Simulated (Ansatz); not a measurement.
The crystal is MoS2 (layered bulk) (P6_3/mmc).

```xyz
6
Lattice="3.1091 0.0000 0.0000 -1.5545 2.6925 0.0000 0.0000 0.0000 11.7112" Properties=species:S:1:pos:R:3 pbc="T T T"
Mo    0.0000    1.7950    2.9278
S     1.5545    0.8975    4.4911
S     1.5545    0.8975    1.3645
Mo    1.5545    0.8975    8.7834
S     0.0000    1.7950   10.3466
S     0.0000    1.7950    7.2201
```

The structure was relaxed with PBEsol-D3(BJ). The runs that relaxed it are not among those shown.

Gaps computed with Ansatz 0.2.0 without a self-energy: PBEsol 0.55 eV and HSE06 1.11 eV.

**Question.** Estimate the G0W0@PBEsol gap with 9×9×2 mesh, 408 empty bands, screening to 150 eV, PAW set soft_1 files.

About 0.94 eV: on its mesh the run moves the gap from 0.64 eV by +0.39 eV, and the mesh misses the edges by 0.10 eV. Among the scalar-relativistic levels given, HSE06 is nearest (+0.17 eV). Bands and cutoff are finite, so the gap is not at the basis limit. The miss can reach some tenths of an eV and take either sign; the mesh is an error of its own. The 9×9×2 mesh is coarse for this cell (its supercell is 23 Å along the shortest edge). The RPA ε∞ on it, from the PBEsol start, is 8.60 and 15.49; such meshes misread the long-range screening, most where the gap is narrow. The many-body steps are scalar-relativistic: spin-orbit coupling is not in them.

[Paths, hosts, dates, memory and timing lines, banners, echoed tables and standing remarks are left out of the program output.]

[Logs are printed without paths, hosts, clocks, repeated set-up lines and the standing remarks that a program may print on its own settings, such as how far it seeks lower states.]

[Runs of the session that timed out or met a known fault of the program may be left out.]

[Cells called generated may have been cut or substituted from an entry of the Crystallography Open Database or the Materials Project.]

[Hosts, paths, dates, database ids (printed as entryN), source tags and the programs' standing remarks are cut or masked in the printed files.]
